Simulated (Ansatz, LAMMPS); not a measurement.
# Li+ BF4- in gamma-butyrolactone and acetonitrile and diethyl carbonate, from a frame at 540 K (102 atoms): geometry optimisation

Aim: bring Li+ BF4- in gamma-butyrolactone and acetonitrile and diethyl carbonate, from a frame at 540 K (102 atoms) to a nearby minimum of the energy and see what moves.

Method: Kohn-Sham DFT, PBE+D3(BJ), PAW (set soft_2), plane waves, in Ansatz 0.2.0.

This is a report of a sequence of runs, with most program output left out.

## Step 1: The structure

The cell holds 102 atoms: 30 C, 12 O, 50 H, 4 N, 1 B, 4 F and 1 Li. Cell: a = 11.111 Å, b = 11.111 Å, c = 11.111 Å, α = 90.0°, β = 90.0°, γ = 90.0°. 3 gamma-butyrolactone, 4 acetonitrile, 2 diethyl carbonate, 1 Li+, 1 BF4- placed at random, at 0.911 g/cm³; overlaps pushed apart, then 10 ps at 590 K with stiff harmonic cages for PF6 and BF4 with UFF radii; Joung-Cheatham ions (J. Phys. Chem. B 112, 9020 (2008)); MMFF94 bonds, angles, torsions, charges and radii (Halgren, J. Comput. Chem. 17, 490 (1996)) in harmonic and 12-6 forms; charges of ions scaled by 0.8. Snapshot after 30 ps at 540 K and fixed volume.

Before any run, some limits are plain. The network of contacts between molecules at the start is that of the classical potential that made the cell. The density was typed from a rule of thumb and may lie off the real one at this temperature. Sampling is at Γ alone, for a cell whose shortest periodic width is 11 Å.

## Step 2: The classical run that made the cell

A classical potential supplies the starting structure, since it reaches far longer times than DFT.

This step: classical MD, stiff harmonic cages for PF6 and BF4 with UFF radii; Joung-Cheatham ions (J. Phys. Chem. B 112, 9020 (2008)); MMFF94 bonds, angles, torsions, charges and radii (Halgren, J. Comput. Chem. 17, 490 (1996)) in harmonic and 12-6 forms; charges of ions scaled by 0.8 (LAMMPS 22 Jul 2025 - Update 4).

Input file in.lmp:

```
# Li+ BF4- in gamma-butyrolactone and acetonitrile and diethyl carbonate
units real
atom_style full
boundary p p p
bond_style harmonic
angle_style harmonic
dihedral_style opls
improper_style harmonic
special_bonds lj 0 0 0.5 coul 0 0 0.75
read_data data.lmp
neigh_modify delay 0 every 1 check yes one 4000
comm_modify cutoff 12.0
timestep 0.5
thermo_style custom step time temp pe press density
thermo_modify norm yes
# push overlapping molecules apart
pair_style soft 2.6
pair_coeff * * 0.0
variable a equal ramp(1,60)
fix ad all adapt 1 pair soft a * * v_a
velocity all create 590 812181 mom yes dist gaussian
fix lim all nve/limit 0.03
fix lan all langevin 590 590 50 812182 zero yes
thermo 1000
run 3000 post no
unfix ad
pair_style lj/cut/coul/long 9.0
pair_modify mix arithmetic tail yes
pair_coeff 1 1 0.0678 3.3680   # C
pair_coeff 2 2 0.0763 3.0430   # O
pair_coeff 3 3 0.0678 3.4070   # C
pair_coeff 4 4 0.0763 2.9870   # O
pair_coeff 5 5 0.0216 2.5400   # H
pair_coeff 6 6 0.0678 3.5530   # C
# [... 22 lines left out ...]
compute msd all msd com yes
thermo 7500
fix md all nvt temp 540 540 100
run 30000 post no
print "== T540: mean square displacement over the hold $(c_msd[4]:%.2f) A^2"
unfix md
uncompute msd
write_dump all custom T540.dump id type xs ys zs modify sort id
```

Run with:

```console
$ lmp -in in.lmp -log none -nocite
```

It took 14 s on 1 thread of Arm Neoverse V2, shared host; peak memory 0.12 GiB.

The input also reads data.lmp (atoms, bonds and types; not printed here).

## Step 3: Single point at the start

A single point comes first, to see the forces before anything moves.

Input file input.yaml:

```yaml
crystal:
  lattice:
    - [11.11076, 0.0, 0.0]
    - [0.0, 11.11076, 0.0]
    - [0.0, 0.0, 11.11076]
  atoms:
    - { symbol: C, position: [0.08644, 0.11671, 0.70077] }
    - { symbol: C, position: [0.978, 0.05843, 0.6438] }
    - { symbol: O, position: [0.01075, 0.94222, 0.60427] }
    - { symbol: C, position: [0.99893, 0.92221, 0.49021] }
    - { symbol: O, position: [0.96604, 0.00112, 0.42115] }
    - { symbol: O, position: [0.01585, 0.79911, 0.46442] }
    - { symbol: C, position: [0.00922, 0.75816, 0.34501] }
    - { symbol: C, position: [0.88669, 0.70709, 0.31831] }
    - { symbol: H, position: [0.09461, 0.08118, 0.78986] }
    - { symbol: H, position: [0.06873, 0.22222, 0.69756] }
    - { symbol: H, position: [0.1672, 0.11693, 0.64942] }
    - { symbol: H, position: [0.92368, 0.11929, 0.5876] }
    - { symbol: H, position: [0.91574, 0.03899, 0.71539] }
    - { symbol: H, position: [0.02426, 0.83444, 0.27863] }
    - { symbol: H, position: [0.0799, 0.68438, 0.34842] }
    - { symbol: H, position: [0.83229, 0.76515, 0.25484] }
    - { symbol: H, position: [0.84657, 0.69797, 0.4037] }
    - { symbol: H, position: [0.89723, 0.61803, 0.26607] }
    - { symbol: C, position: [0.64682, 0.6511, 0.67903] }
    - { symbol: C, position: [0.56786, 0.54274, 0.6826] }
    - { symbol: O, position: [0.55889, 0.5213, 0.81411] }
    - { symbol: C, position: [0.44526, 0.52632, 0.86727] }
    - { symbol: O, position: [0.35357, 0.54903, 0.81199] }
    - { symbol: O, position: [0.46986, 0.50778, 0.98656] }
    - { symbol: C, position: [0.36933, 0.51843, 0.06199] }
    - { symbol: C, position: [0.38187, 0.63486, 0.12744] }
    - { symbol: H, position: [0.66815, 0.67767, 0.59006] }
    - { symbol: H, position: [0.73954, 0.62782, 0.71217] }
    - { symbol: H, position: [0.59417, 0.7223, 0.72848] }
    - { symbol: H, position: [0.60635, 0.45361, 0.6398] }
    - { symbol: H, position: [0.47661, 0.565, 0.66065] }
    - { symbol: H, position: [0.2829, 0.51729, 0.00562] }
    - { symbol: H, position: [0.37293, 0.44807, 0.13119] }
    - { symbol: H, position: [0.41274, 0.70972, 0.0743] }
    - { symbol: H, position: [0.45228, 0.63925, 0.20606] }
    - { symbol: H, position: [0.28962, 0.65132, 0.16103] }
    - { symbol: O, position: [0.74044, 0.21572, 0.32354] }
    - { symbol: C, position: [0.67046, 0.17841, 0.40319] }
    - { symbol: C, position: [0.53633, 0.18011, 0.39113] }
    - { symbol: C, position: [0.50782, 0.15996, 0.52309] }
    - { symbol: C, position: [0.60977, 0.08272, 0.57012] }
    - { symbol: O, position: [0.70918, 0.12314, 0.5124] }
    - { symbol: H, position: [0.50012, 0.26436, 0.36324] }
    - { symbol: H, position: [0.50297, 0.10609, 0.33356] }
    - { symbol: H, position: [0.51763, 0.24436, 0.57174] }
    - { symbol: H, position: [0.42064, 0.12137, 0.54116] }
    - { symbol: H, position: [0.62387, 0.09574, 0.66515] }
    - { symbol: H, position: [0.58992, 0.99242, 0.54991] }
    - { symbol: O, position: [0.02181, 0.26335, 0.42552] }
    - { symbol: C, position: [0.0964, 0.32659, 0.47322] }
    - { symbol: C, position: [0.23944, 0.3234, 0.45304] }
    - { symbol: C, position: [0.28713, 0.38573, 0.56569] }
    - { symbol: C, position: [0.18813, 0.48805, 0.56155] }
    - { symbol: O, position: [0.07332, 0.42559, 0.54112] }
    - { symbol: H, position: [0.27253, 0.23521, 0.47072] }
    - { symbol: H, position: [0.2584, 0.35948, 0.36974] }
    - { symbol: H, position: [0.27779, 0.33142, 0.64379] }
    - { symbol: H, position: [0.37778, 0.42866, 0.56598] }
    - { symbol: H, position: [0.18013, 0.53979, 0.65453] }
    - { symbol: H, position: [0.2073, 0.5499, 0.49438] }
    - { symbol: O, position: [0.9721, 0.65709, 0.05475] }
    - { symbol: C, position: [0.95328, 0.57324, 0.98106] }
    - { symbol: C, position: [0.94352, 0.44133, 0.01751] }
    - { symbol: C, position: [0.96654, 0.37705, 0.90456] }
    - { symbol: C, position: [0.92311, 0.45857, 0.81243] }
    - { symbol: O, position: [0.93406, 0.57912, 0.86138] }
    - { symbol: H, position: [0.99742, 0.41727, 0.09037] }
    - { symbol: H, position: [0.84876, 0.42582, 0.04555] }
    - { symbol: H, position: [0.06514, 0.3625, 0.88862] }
    - { symbol: H, position: [0.9269, 0.28938, 0.9138] }
    - { symbol: H, position: [0.96514, 0.46339, 0.72494] }
    - { symbol: H, position: [0.83037, 0.43488, 0.79017] }
    - { symbol: C, position: [0.82208, 0.92996, 0.9266] }
    - { symbol: C, position: [0.74417, 0.96372, 0.02494] }
    - { symbol: "N", position: [0.68527, 0.97495, 0.10998] }
    - { symbol: H, position: [0.82296, 0.82848, 0.91358] }
    - { symbol: H, position: [0.91337, 0.95298, 0.93026] }
    - { symbol: H, position: [0.78815, 0.95727, 0.8465] }
    [... 18 atom lines left out ...]
    - { symbol: B, position: [0.16564, 0.14122, 0.13132] }
    - { symbol: F, position: [0.1855, 0.14821, 0.00931] }
    - { symbol: F, position: [0.20193, 0.25382, 0.18237] }
    - { symbol: F, position: [0.23828, 0.05079, 0.17828] }
    - { symbol: F, position: [0.05429, 0.11724, 0.17602] }
    - { symbol: Li, position: [0.93306, 0.14907, 0.32463] }
kpoints:
  mp_grid: { grid: [1, 1, 1] }
hamiltonian:
  xc: pbe
  dispersion: d3bj
scf:
  occupations: { method: fixed }
output:
  forces: true
  stress: true
  populations: true
  dos:
    method: { smearing: { sigma: 0.1 } }
    de: 0.1
    projected: { site_lists: { B: [B], C: [C], F: [F], H: [H], Li: [Li] } }
  eigenvalues: true
```

Run with:

```console
$ ansatz run input.yaml --threads 4 --pin off --max-ram 8192MiB --backend cpu --events-out ev --progress --plain --runs-dir out
```

It took 11 s on 4 threads of Arm Neoverse V2, shared host; peak memory 1.4 GiB.

Read from the output:

- free energy: -20266.2702 eV
- free energy per atom: -198.6889 eV/atom
- SCF cycles: 11
- pressure: 0.8609 GPa
- r.m.s. force component: 1.283 eV/Å
- longest force: 5.607 eV/Å
- Fermi energy: -2.066 eV
- gap (highest filled to lowest empty level): 4.024 eV
- spilling of the projection: 0.0135

The r.m.s. force component of 1.3 eV/Å and the pressure of 0.86 GPa set the starting point.

Neighbours are counted within 1.34 Å (H-C), 1.85 Å (C-C), 1.73 Å (C-O), 1.62 Å (C-N), 2.27 Å (O-Li), 1.72 Å (F-B), 2.46 Å (F-Li).

Length of the force by element and coordination:

```csv
element,coordination,atoms,mean length of the force (eV/Å),spread,least,most
B,all,1,2.51,0,2.51,2.51
C,all,30,2.76,1.15,0.917,5.61
C,2,4,2.49,1.83,1.02,5.61
C,3,5,2.97,0.168,2.70,3.11
C,4,21,2.77,1.10,0.917,5.23
F,all,4,1.63,0.893,0.467,2.98
F,1,3,1.19,0.510,0.467,1.58
F,2,1,2.98,0,2.98,2.98
H,all,50,1.41,0.797,0.236,4.49
Li,all,1,0.217,0,0.217,0.217
N,all,4,1.53,1.36,0.482,3.86
O,all,12,1.99,1.29,0.478,4.74
O,1,2,2.10,1.10,0.999,3.20
O,2,10,1.97,1.33,0.478,4.74
```

## Step 4: Relaxation

The atoms are relaxed in the fixed cell, aiming at the force tolerance of the input.

input.yaml, the sections that differ from step 3:

```yaml
output:
  forces: true
relax:
  f_tol: 0.03
  max_steps: 200
# crystal, kpoints, hamiltonian, scf: as in step 3
```

The job ended after 4.2 min (4 threads; peak memory 1.3 GiB).

Relaxation path (22 of 50):

```csv
step,energy less that of the first step (eV),largest force component (eV/Å)
1,0.0000,5.1612
3,-6.2840,1.0254
6,-6.9219,0.3330
8,-7.0973,0.3274
10,-7.1973,0.2830
13,-7.2707,0.4656
15,-7.3193,0.2833
17,-7.3440,0.3496
20,-7.3842,0.3357
22,-7.4106,0.1262
24,-7.4268,0.2552
27,-7.4405,0.0997
29,-7.4436,0.0874
31,-7.4476,0.1004
34,-7.4513,0.1023
36,-7.4550,0.1320
38,-7.4572,0.0927
41,-7.4604,0.1372
43,-7.4627,0.0204
45,-7.4642,0.0708
48,-7.4658,0.0207
50,-7.4666,0.0289
```

The atoms that moved most (Å):

```csv
atom,dx,dy,dz,length
H71,-2.114,-1.218,1.395,2.810
H72,-1.490,-0.497,2.168,2.677
C65,-1.527,-0.814,1.453,2.259
H70,-1.037,-0.545,1.715,2.077
H33,-1.452,-0.536,-1.205,1.961
H69,-1.327,-0.987,0.788,1.831
H18,0.866,1.558,-0.290,1.806
C64,-1.002,-0.708,1.257,1.756
```

The relaxation changed the energy by -73.2 meV/atom, and atoms moved by 1.1 Å r.m.s., 2.8 Å at most.

## Step 5: Local order after relaxation

Bonds before and after, by the cutoffs listed below:

```csv
pair,bonds before,bonds after,mean before (Å),mean after (Å),spread before (Å),spread after (Å)
H-C,50,50,1.095,1.098,0.047,0.002
C-C,17,17,1.494,1.505,0.051,0.031
C-O,19,19,1.354,1.355,0.086,0.095
C-N,4,4,1.174,1.163,0.017,0.000
O-Li,3,3,2.074,1.944,0.136,0.016
F-B,4,4,1.389,1.418,0.027,0.021
F-Li,1,1,2.160,1.881,0.000,0.000
```

Density 0.911 g/cm³, 13.45 Å³ an atom.

g(r), total and by pair (bins of 0.2 Å):

```csv
r (Å),total,H-H,H-C,H-O,H-F,H-N,H-B
1.00,4.08,0.00,14.15,0.00,0.00,0.00,0.00
1.20,1.07,0.00,1.44,0.00,0.00,0.00,0.00
1.40,1.16,0.00,0.00,0.00,0.00,0.00,0.00
1.60,0.58,0.00,0.00,0.00,0.00,0.00,0.00
1.80,1.26,5.11,0.00,0.00,0.00,0.00,0.00
2.00,0.62,0.00,0.68,3.00,0.00,0.00,0.00
2.20,1.43,0.00,4.15,0.18,0.53,0.00,0.00
2.40,1.05,1.03,0.12,0.94,1.37,0.46,0.00
2.60,0.65,1.40,0.11,0.66,1.22,2.41,0.00
2.80,0.68,0.89,0.26,2.46,0.34,1.04,0.00
3.00,0.75,1.28,0.54,1.25,0.93,0.64,0.00
3.20,0.79,0.52,0.71,0.71,1.60,3.80,2.04
3.40,0.94,0.80,1.08,0.72,1.67,0.72,0.91
3.60,1.05,0.61,1.18,0.91,1.25,0.87,5.13
3.80,0.84,0.60,1.04,0.89,0.76,0.56,3.03
4.00,1.17,1.31,0.64,1.69,2.55,2.06,0.66
4.20,0.99,0.92,0.83,1.14,1.23,1.70,0.00
4.40,0.89,0.67,0.94,1.21,1.28,0.99,1.10
4.60,0.94,0.94,0.82,0.86,0.78,1.02,1.53
4.80,1.07,0.89,1.21,1.03,1.19,1.06,1.45
5.00,1.04,1.17,1.23,0.73,1.43,0.55,1.75
5.20,1.05,0.99,1.02,0.91,0.91,0.61,1.21
5.40,0.98,0.97,0.92,0.84,1.21,0.83,1.86
```

Bonds by pair of elements; cutoffs follow the first minimum of g(r), held within bounds set by covalent radii, and pairs that aren't listed don't count as bonded:

```csv
pair A-B,cutoff (Å),bonds,mean length (Å),spread (Å),shortest (Å),B about A,A about B
H-C,1.34,50,1.10,0.002,1.09,1,1.67
C-C,1.85,17,1.50,0.031,1.45,1.13,1.13
C-O,1.73,19,1.35,0.095,1.22,0.633,1.58
C-N,1.62,4,1.16,0,1.16,0.133,1
O-Li,2.38,3,1.94,0.016,1.92,0.25,3
F-B,1.72,4,1.42,0.021,1.40,1,4
F-Li,2.27,1,1.88,0,1.88,0.25,1
```

How many atoms have how many bonded neighbours:

```csv
element,mean,1,2,3,4
B,4,0,0,0,1
C,3.57,0,4,5,21
F,1.25,3,1,0,0
H,1,50,0,0,0
Li,4,0,0,0,1
N,1,4,0,0,0
O,1.83,2,10,0,0
```

Bond angles, per cent of each kind in bins of 5°:

```csv
angle (°),C-C-H,H-C-H,H-C-O,C-C-O
100–105,0.0,0.0,28.6,0.0
105–110,24.2,91.9,71.4,30.8
110–115,72.6,8.1,0.0,46.2
115–120,3.2,0.0,0.0,0.0
120–125,0.0,0.0,0.0,0.0
125–130,0.0,0.0,0.0,23.1
```

Bond angles (no mean is given where the spread exceeds 20°):

```csv
angle,count,mean (°),spread (°)
C-C-H,62,111,1.8
H-C-H,37,109,0.8
H-C-O,14,107,2
C-C-O,13,114,8.4
O-C-O,9,120,6.9
```

Bond length by coordination (bonds to H left out):

```csv
element,coordination,atoms,mean bond length (Å)
C,2,4,1.31
C,3,5,1.34
C,4,21,1.50
F,1,3,1.41
F,2,1,1.67
O,1,2,1.22
O,2,10,1.46
```

Rings of the network by King's shortest-path rule, up to 12 atoms, one path for each pair of neighbours; H, halogens, alkali and alkaline-earth atoms are left out, and the last column divides by all other atoms, bonded or not:

```csv
ring size (atoms),rings,per network atom
5,3,0.064
```

With the cutoffs above, all B atoms have 4, 70 % of C atoms have 4, 75 % of F atoms have 1 and all H atoms have 1 bonded neighbour. The C-C-H angle averages 111° with a spread of 1.8°. All rings counted have 5 atoms.

(Continued in part 2 of 2.)

[Logs are printed without paths, hosts, clocks, repeated set-up lines and the standing remarks that a program may print on its own settings, such as how far it seeks lower states.]

[Hosts, paths, dates, database ids (printed as entryN), source tags and the programs' standing remarks are cut or masked in the printed files.]

[The MMFF94 radii named for the starting cell were scaled by 0.96; in molecules described by MMFF94, hydrogen bound to N, O or S took a small fixed 12-6 site in their place.]
